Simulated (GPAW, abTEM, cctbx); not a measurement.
# PPb3C: the scripts behind a bonding study

Short scripts, each with its output. The cell comes from substitution in a known structure type and wasn't matched to any measured phase.

## 1. Build the all-electron density and subtract free atoms

```text
cell
1.0
     4.975644850    0.000000000    0.000000000
     0.000000000    4.975644850    0.000000000
     0.000000000    0.000000000    4.975644850
Pb P C
3 1 1
Direct
0.500000000 0.000000000 0.500000000
0.500000000 0.500000000 0.000000000
0.000000000 0.500000000 0.500000000
0.000000000 0.000000000 0.000000000
0.500000000 0.500000000 0.500000000
```

```python
import numpy as np
from ase.io import read
from ase.units import Bohr
from gpaw import GPAW, PW, FermiDirac
from gpaw.calculator import GPAW as OldGPAW
from gpaw.mpi import serial_comm, world
from scipy.special import erfc
from scipy.spatial import cKDTree

atoms = read("cell.vasp")
atoms.calc = GPAW(mode=PW(550), xc="PBE", kpts={"size": (5, 5, 5), "gamma": True},
                 occupations=FermiDirac(0.1), maxiter=120, symmetry={"tolerance": 1e-5}, txt="scf.txt")
atoms.get_potential_energy()
rho = atoms.calc.get_all_electron_density(gridrefinement=2)
moments = atoms.get_magnetic_moments() if atoms.calc.get_number_of_spins() == 2 else np.zeros(len(atoms))
total = atoms.get_magnetic_moment() if moments.any() else 0.0
if world.rank == 0:
    free = OldGPAW(mode=PW(550), xc="PBE", txt=None, communicator=serial_comm)
    neutral = atoms.copy()
    neutral.set_initial_magnetic_moments(None)
    free.initialize(neutral)
    free.set_positions(neutral)
    drho = rho - free.get_all_electron_density(gridrefinement=2)
    # GPAW starts from confined atoms: exchange their smooth part for that of the datasets' free atoms
    h = np.stack(np.meshgrid(*[np.fft.fftfreq(n, 1 / n) for n in drho.shape], indexing="ij"), -1)
    gabs = np.linalg.norm(h @ atoms.cell.reciprocal(), axis=-1)
    tails = np.fft.fftn(free.get_pseudo_density(gridrefinement=2))
    g, form, v0 = np.linspace(0, gabs.max(), 1500), {}, 0
    for e in set(atoms.symbols):
        idx = atoms.symbols.search(e)
        d = free.setups[idx[0]].data
        r, w = d.rgd.r_g * Bohr, d.rgd.r_g**2 * d.rgd.dr_g
        j0 = np.sinc(2 * g[:, None] * r)
        smooth = sum(f * p**2 for f, p in zip(d.f_j, d.phit_jg)) + np.sqrt(4 * np.pi) * d.nct_g
        full = sum(f * p**2 for f, p in zip(d.f_j, d.phi_jg)) + np.sqrt(4 * np.pi) * d.nc_g
        phase = sum(np.exp(-2j * np.pi * h @ s) for s in atoms.get_scaled_positions()[idx])
        tails -= np.interp(gabs, g, j0 @ (smooth * w)) * phase * drho.size / atoms.get_volume()
        form[e] = j0 @ (full * w)
        v0 += 2 * np.pi / 3 * 14.3996 * (full * w * r**2).sum() * len(idx)  # V A^3
    tails *= 0.5 * erfc((gabs - 1.8) / 0.25)  # the tails differ at long wavelengths alone
    drho += np.fft.ifftn(tails).real  # crystal minus superposed spherical free atoms
    np.save("drho.npy", drho)
    dv = atoms.get_volume() / drho.size
    print("grid", drho.shape, " electrons %.3f" % (rho.sum() * dv), " moved by bonding %.3f e" % (abs(drho).sum() * dv / 2))
    pts = np.indices(drho.shape).reshape(3, -1).T / drho.shape @ atoms.cell
    shifts = (np.indices((3, 3, 3)).reshape(3, -1).T - 1) @ atoms.cell
    images = (atoms.positions[None] + shifts[:, None]).reshape(-1, 3)
    dist, idx = cKDTree(images).query(pts, k=4)
    out = drho.ravel()[dist[:, 0] > 0.5]
    print("deformation density beyond 0.5 A of the nuclei: max %.3f, min %.3f e/A^3" % (out.max(), out.min()))
    tie = dist < dist[:, :1] + 1e-4
    q = -np.bincount((idx % len(atoms))[tie], (drho.ravel()[:, None] / tie.sum(1, keepdims=True) * tie)[tie], len(atoms)) * dv
    print("atom        x       y       z   Voronoi charge  moment")
    for a, s, c, m in zip(atoms, atoms.get_scaled_positions(), q, moments):
        print("%-2s%-3d %7.4f %7.4f %7.4f %10.3f %10.2f" % (a.symbol, a.index + 1, *s, c, m))
    np.savez("free.npz", g=g, **form)
    print("mean inner potential of superposed free atoms %.3f V" % (v0 / atoms.get_volume()))
    print("total magnetic moment %.3f muB" % total)
```

```console
$ OMP_NUM_THREADS=1 mpirun -n 4 gpaw python run.py > gpaw.log
```

```text
grid (54, 54, 54)  electrons 267.000  moved by bonding 0.870 e
deformation density beyond 0.5 A of the nuclei: max 0.078, min -0.035 e/A^3
atom        x       y       z   Voronoi charge  moment
Pb1    0.5000  0.0000  0.5000      0.249       0.00
Pb2    0.5000  0.5000  0.0000      0.249       0.00
Pb3    0.0000  0.5000  0.5000      0.249       0.00
P 4    0.0000  0.0000  0.0000     -0.344       0.00
C 5    0.5000  0.5000  0.5000     -0.403       0.00
mean inner potential of superposed free atoms 18.473 V
total magnetic moment 0.000 muB
```

Time: 15 s on 4 cores of Intel(R) Xeon(R) Platinum 8488C (Sapphire Rapids) (shared host), peak memory 0.82 GiB.

## 2. Fourier-transform the difference

```python
from cctbx import adptbx, crystal, miller, xray
from cctbx.eltbx import tiny_pse
import numpy as np

cs = crystal.symmetry(unit_cell=(4.9756, 4.9756, 4.9756, 90, 90, 90), space_group_symbol='Hall: -P 4 2 3')  # Pm-3m
atoms = [  # label, site, U (iso, or U11 U22 U33 U12 U13 U23 in A^2), occupancy
    ("Pb1", (0.5, 0, 0.5), 0.0000, 1),
    ("P1", (0, 0, 0), 0.0000, 1),
    ("C1", (0.5, 0.5, 0.5), 0.0000, 1),
]
xs = xray.structure(crystal_symmetry=cs)
for label, site, u, occ in atoms:
    u = adptbx.u_cif_as_u_star(cs.unit_cell(), u) if isinstance(u, tuple) else u
    xs.add_scatterer(xray.scatterer(label, site=site, u=u, occupancy=occ))
xs.scattering_type_registry(table="wk1995")
drho = np.load("drho.npy")
T = np.array([[1, 0, 0], [0, 1, 0], [0, 0, 1]])  # conventional axes in terms of the primitive ones
dF = np.fft.ifftn(drho) * 123.18225  # electrons a conventional cell, indexed by primitive hkl
ms = miller.build_set(cs, anomalous_flag=False, d_min=0.9).sort("resolution")
iam = ms.structure_factors_from_scatterers(xs, algorithm="direct").f_calc()
p1 = xs.expand_to_p1()
z = np.array([tiny_pse.table(sc.scattering_type).atomic_number() for sc in p1.scatterers()])
x = np.array(p1.sites_frac())
free = np.load("free.npz")
print("static structure factors of the conventional cell: F in electrons, V (Mott-Bethe) in volts")
print("   h  k  l      d  |F| table  |F| free   |F| DFT   change   |V| free  |V| DFT  change %")
for h, d, table in list(zip(ms.indices(), ms.d_spacings().data(), iam.data()))[:16]:
    df = dF[tuple(np.rint(np.linalg.solve(T, h)).astype(int))]
    phase = np.exp(2j * np.pi * x @ h)
    f = sum(np.interp(1 / d, free["g"], free[sc.scattering_type]) * p for sc, p in zip(p1.scatterers(), phase))
    fz = (z * phase).sum()
    c = 14.3996 * d * d / (np.pi * cs.unit_cell().volume())
    v0, v1 = abs(fz - f) * c, abs(fz - f - df) * c
    print("%4d%3d%3d %7.4f %9.3f %9.3f %9.3f %8.3f %9.3f %8.3f %8s" % (h + (d, abs(table), abs(f), abs(f + df), abs(f + df) - abs(f), v0, v1, "%.1f" % (100 * (v1 / v0 - 1)) if v0 > 0.02 else "-")))
```

```console
$ python run.py
```

```text
static structure factors of the conventional cell: F in electrons, V (Mott-Bethe) in volts
   h  k  l      d  |F| table  |F| free   |F| DFT   change   |V| free  |V| DFT  change %
   0  1  0  4.9756    69.550    69.447    69.492    0.045     3.273    3.232     -1.3
   0  1  1  3.5183    57.992    57.927    57.474   -0.453     1.415    1.624     14.7
   1  1  1  2.8727   222.019   221.926   221.636   -0.291    10.156   10.245      0.9
   0  2  0  2.4878   222.210   222.149   222.251    0.102    10.329   10.306     -0.2
   0  2  1  2.2252    60.969    60.936    61.118    0.182     2.223    2.189     -1.5
   1  2  1  2.0313    53.434    53.395    53.486    0.091     1.168    1.154     -1.2
   0  2  2  1.7591   200.094   200.078   200.109    0.031     7.706    7.703     -0.0
   1  2  2  1.6585    55.505    55.500    55.495   -0.005     1.791    1.792      0.0
   0  3  0  1.6585    55.505    55.500    55.583    0.083     1.791    1.783     -0.5
   0  3  1  1.5734    49.658    49.640    49.693    0.053     1.047    1.042     -0.5
   1  3  1  1.5002   183.840   183.792   183.883    0.091     5.963    5.956     -0.1
   2  2  2  1.4363   185.031   184.988   185.013    0.025     6.296    6.294     -0.0
   0  3  2  1.3800    51.501    51.501    51.492   -0.008     1.523    1.524      0.0
   1  3  2  1.3298    46.565    46.547    46.593    0.046     0.951    0.948     -0.3
   0  4  0  1.2439   173.567   173.490   173.550    0.060     5.384    5.380     -0.1
   2  3  2  1.2068    48.400    48.399    48.370   -0.029     1.333    1.335      0.1
```

Time: 0.33 s on 1 core of Intel(R) Xeon(R) Platinum 8488C (Sapphire Rapids) (shared host), peak memory 0.07 GiB.

## 3. Rock the beam across one reflection

```python
import abtem
import numpy as np
from ase.build import make_supercell
from ase.io import read

abtem.config.set({"dask.lazy": False, "fft": "fftw", "diagnostics.progress_bar": False})
M = [[0, 0, 1], [1, -1, 0], [1, 1, 0]]  # rows: x, y and beam direction in the primitive cell's axes
unit = make_supercell(read("cell.vasp"), M)
unit.set_cell(list(unit.cell.lengths()) + [90, 90, 90], scale_atoms=True)
unit.positions[:, 2] += 0.8796  # keeps atomic planes off the slice boundaries
unit.wrap()
slab = unit * (1, 1, 72)
print(slab.get_chemical_formula(), "| box %.2f x %.2f x %.2f A" % tuple(slab.cell.lengths()))

# change of the potential by bonding, from the DFT deformation density (Poisson's equation term by term)
drho = np.load("drho.npy")
prim = read("cell.vasp")
h = np.stack(np.meshgrid(*[np.fft.fftfreq(n, 1 / n) for n in drho.shape], indexing="ij"), -1).reshape(-1, 3).astype(int)
g2 = ((h @ prim.cell.reciprocal()) ** 2).sum(1)
keep = (g2 > 0) & (g2 < 2.5**2)
shape = (111, 157, 40)
vg = np.zeros(shape, complex)
hm = h[keep] @ np.array(M).T
move = np.exp(-2j * np.pi * hm[:, 2] * (0.8796 / unit.cell[2, 2] - 0.5 / shape[2]))  # the same shift, sampled at mid-points
vg[tuple(hm.T % np.array(shape)[:, None])] = -14.3996 / np.pi * (np.fft.fftn(drho).ravel() / drho.size)[keep] / g2[keep] * move
dV = np.fft.ifftn(vg).real * vg.size
dV = dV.reshape(111, 157, 4, 10).mean(3) * unit.cell[2, 2] / 4  # V A, projected in each slice
dV = np.tile(dV.transpose(2, 0, 1), (72, 1, 1))


def build(atoms):
    p = abtem.Potential(atoms, gpts=(111, 157), slice_thickness=[slab.cell[2, 2] / 288] * 288,
                        parametrization="lobato", projection="infinite", exit_planes=72).build()
    p.array[:] += BONDING * dV
    return p


def potentials():
    yield build(slab)  # atoms at rest


for label, BONDING in (("IAM", 0.0), ("DFT", 1.0)):
    print("=====", label)
    potential = build(slab)
    print("grid", potential.gpts, "slices", potential.num_slices)
    thickness = potential.exit_thicknesses
    h = np.array(M) @ np.linalg.solve(np.array([[1, 0, 0], [0, 1, 0], [0, 0, 1]]), [0, 0, 1])
    ix, iy = round(h[0]) * 1, round(h[1]) * 1
    gxy = h[:2] / unit.cell.lengths()[:2]
    along = gxy / np.hypot(*gxy)
    across = np.array([-along[1], along[0]])
    bragg = 500 * abtem.PlaneWave(energy=200000).wavelength * np.hypot(*gxy)
    print("Bragg angle %.3f mrad; beam tilted 55 mrad off the zone axis across the row" % bragg)
    print("dark-field intensity of 0 0 1 against tilt along the row, in Bragg angles")
    print("  t (A)" + "".join("%8.2f" % s for s in [0.2, 0.4, 0.6, 0.8, 1.0, 1.2, 1.4, 1.6, 1.8, 2.0, 2.2, 2.4, 2.6]))
    rows = []
    row = [(n * ix, n * iy) for n in range(-8, 9)]
    for s in [0.2, 0.4, 0.6, 0.8, 1.0, 1.2, 1.4, 1.6, 1.8, 2.0, 2.2, 2.4, 2.6]:
        tilt = -s * bragg * along + 55 * across
        dp = abtem.PlaneWave(energy=200000, tilt=tuple(tilt)).multislice(potential).diffraction_patterns(max_angle="valid").array
        rows.append(dp[:, dp.shape[1] // 2 + ix, dp.shape[2] // 2 + iy])
        if s == 1.0:
            cx, cy = dp.shape[1] // 2, dp.shape[2] // 2
            share = sum(dp[:, cx + i, cy + j] for i, j in row if abs(i) < cx and abs(j) < cy) / dp.sum(axis=(1, 2))
            total = dp.sum(axis=(1, 2))
    for t, a in list(zip(thickness, np.array(rows).T))[1:]:
        print("%7.1f" % t + "".join("%8.4f" % v for v in a))
    print("at the Bragg tilt, share in the row:", share[1:].round(3).tolist(), "total:", total[1:].round(3).tolist())
```

```console
$ python run.py
```

```text
C144P144Pb432 | box 4.98 x 7.04 x 506.64 A
===== IAM
grid (111, 157) slices 288
Bragg angle 2.520 mrad; beam tilted 55 mrad off the zone axis across the row
dark-field intensity of 0 0 1 against tilt along the row, in Bragg angles
  t (A)    0.20    0.40    0.60    0.80    1.00    1.20    1.40    1.60    1.80    2.00    2.20    2.40    2.60
  126.7  0.1060  0.1094  0.1121  0.1139  0.1146  0.1142  0.1126  0.1099  0.1062  0.1019  0.0970  0.0917  0.0859
  253.3  0.2255  0.2548  0.2743  0.2896  0.3000  0.2920  0.2779  0.2582  0.2277  0.1883  0.1412  0.0945  0.0546
  380.0  0.1774  0.1548  0.1097  0.0653  0.0524  0.0666  0.1116  0.1571  0.1786  0.1341  0.0554  0.0058  0.0071
  506.6  0.0233  0.1232  0.2351  0.1317  0.0673  0.1315  0.2364  0.1250  0.0239  0.0053  0.0158  0.0290  0.0384
at the Bragg tilt, share in the row: [0.746999979019165, 0.5929999947547913, 0.5889999866485596, 0.4169999957084656] total: [0.9940000176429749, 0.9890000224113464, 0.984000027179718, 0.9739999771118164]
===== DFT
grid (111, 157) slices 288
Bragg angle 2.520 mrad; beam tilted 55 mrad off the zone axis across the row
dark-field intensity of 0 0 1 against tilt along the row, in Bragg angles
  t (A)    0.20    0.40    0.60    0.80    1.00    1.20    1.40    1.60    1.80    2.00    2.20    2.40    2.60
  126.7  0.1046  0.1079  0.1105  0.1123  0.1130  0.1126  0.1110  0.1083  0.1047  0.1005  0.0957  0.0905  0.0847
  253.3  0.2256  0.2548  0.2744  0.2899  0.3004  0.2923  0.2781  0.2582  0.2279  0.1887  0.1421  0.0956  0.0559
  380.0  0.1790  0.1555  0.1100  0.0665  0.0545  0.0679  0.1119  0.1579  0.1803  0.1362  0.0569  0.0065  0.0071
  506.6  0.0235  0.1205  0.2284  0.1256  0.0630  0.1254  0.2296  0.1222  0.0242  0.0065  0.0168  0.0284  0.0367
at the Bragg tilt, share in the row: [0.7480000257492065, 0.5929999947547913, 0.5910000205039978, 0.4189999997615814] total: [0.9940000176429749, 0.9890000224113464, 0.984000027179718, 0.9739999771118164]
```

Time: 30 s.

[Outputs are excerpts: Python notices, other lines and further rows are left out; steps that failed or that the build refused (PBEsol, TPSS) are not shown.]

[Logs are printed without paths, hosts, clocks, repeated set-up lines and the standing remarks that a program may print on its own settings, such as how far it seeks lower states.]
